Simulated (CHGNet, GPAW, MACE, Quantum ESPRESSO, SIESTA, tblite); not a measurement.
# What went wrong? SIESTA on random packing of P45S55 (at. %) (78 atoms)

Program: SIESTA 5.4.2, a calculation on a cell of 35 P and 43 S, 25.4 Å³ an atom.

File input.fdf:

```
SystemLabel cell
NumberOfAtoms 78
NumberOfSpecies 2
%block ChemicalSpeciesLabel
  1 15 P
  2 16 S
%endblock ChemicalSpeciesLabel
LatticeConstant 1.0 Ang
%block LatticeVectors
  12.56590 0.00000 0.00000
  0.00000 12.56590 0.00000
  0.00000 0.00000 12.56590
%endblock LatticeVectors
PAO.BasisSize QZ3P
PAO.EnergyShift 0.01 Ry
XC.Functional GGA
XC.Authors PBE
MeshCutoff 300 Ry
%block kgrid_Monkhorst_Pack
  1 0 0 0.0
  0 1 0 0.0
  0 0 1 0.0
%endblock kgrid_Monkhorst_Pack
SolutionMethod diagon
OccupationFunction FD
ElectronicTemperature 580 K
SCF.Mixer.Method Pulay
SCF.Mixer.Weight 0.15
SCF.Mixer.History 8
SCF.Mix Hamiltonian
MaxSCFIterations 60
SCF.DM.Tolerance 1e-04
SCF.H.Tolerance 1.0e-3 eV
WriteForces T
Write.HirshfeldPop T
Write.VoronoiPop T
Write.DM F
Write.H F
XML.Write F
AtomicCoordinatesFormat Fractional
%block AtomicCoordinatesAndAtomicSpecies
  0.71931 0.40756 0.93544 1
  0.94526 0.47719 0.85237 1
  0.20656 0.12827 0.72252 1
  0.14501 0.85225 0.53767 1
  0.39671 0.81995 0.56671 1
  0.14203 0.79931 0.12132 1
  0.57496 0.25893 0.95407 1
  0.96103 0.16514 0.63477 1
  0.76783 0.08398 0.59930 1
  0.40421 0.53433 0.70908 1
[... 64 atom lines left out ...]
  0.72907 0.11746 0.28196 2
  0.15672 0.27679 0.55300 2
  0.43896 0.79086 0.23114 2
  0.41628 0.83382 0.76762 2
%endblock AtomicCoordinatesAndAtomicSpecies
```

Run with:

```
> OMP_NUM_THREADS=1 mpirun -np 2 siesta < input.fdf > output.txt
```

The log of the run:

```text
Version         : 5.4.2
reinit: System Name:
reinit: System Label: cell
initatom: Reading input for the pseudopotentials and atomic orbitals ----------
Species number:   1 Atomic number:   15 Label: P
Species number:   2 Atomic number:   16 Label: S
size_name: Incorrect basis-size option specified, active options are:
  SZ or MINIMAL
  SZP, SZSP, SZ1P, SZP1
  DZ
  DZP, DZSP, DZP1, DZ1P or STANDARD
  DZDP, DZP2, DZ2P
  TZ
  TZP, TZSP, TZP1, TZ1P
  TZDP, TZP2, TZ2P
  TZTP, TZP3, TZ3P
stopping program
stopping program
Stopping Program from Node:    0
Stopping Program from Node:    0
```

The job ended after 0.51 s (2 MPI ranks of Arm Neoverse V2, shared host; peak memory 0.15 GiB).

Banners, paths, timers and routine set-up lines are dropped from the logs unmarked, and long logs keep their key lines alone; longer cuts are marked.

**Question.** Which part of the input is at fault, and how is it mended?

An unknown basis size: basis QZ3P. The sound run has basis DZP.

The program stopped at the start.

[Also dropped from logs without a mark: logging warnings of Python, and SIESTA's first energy breakdown and zero terms.]

[Logs are printed without paths, hosts, clocks, repeated set-up lines and the standing remarks that a program may print on its own settings, such as how far it seeks lower states.]

[Hosts, paths, dates, database ids (printed as entryN), source tags and the programs' standing remarks are cut or masked in the printed files.]
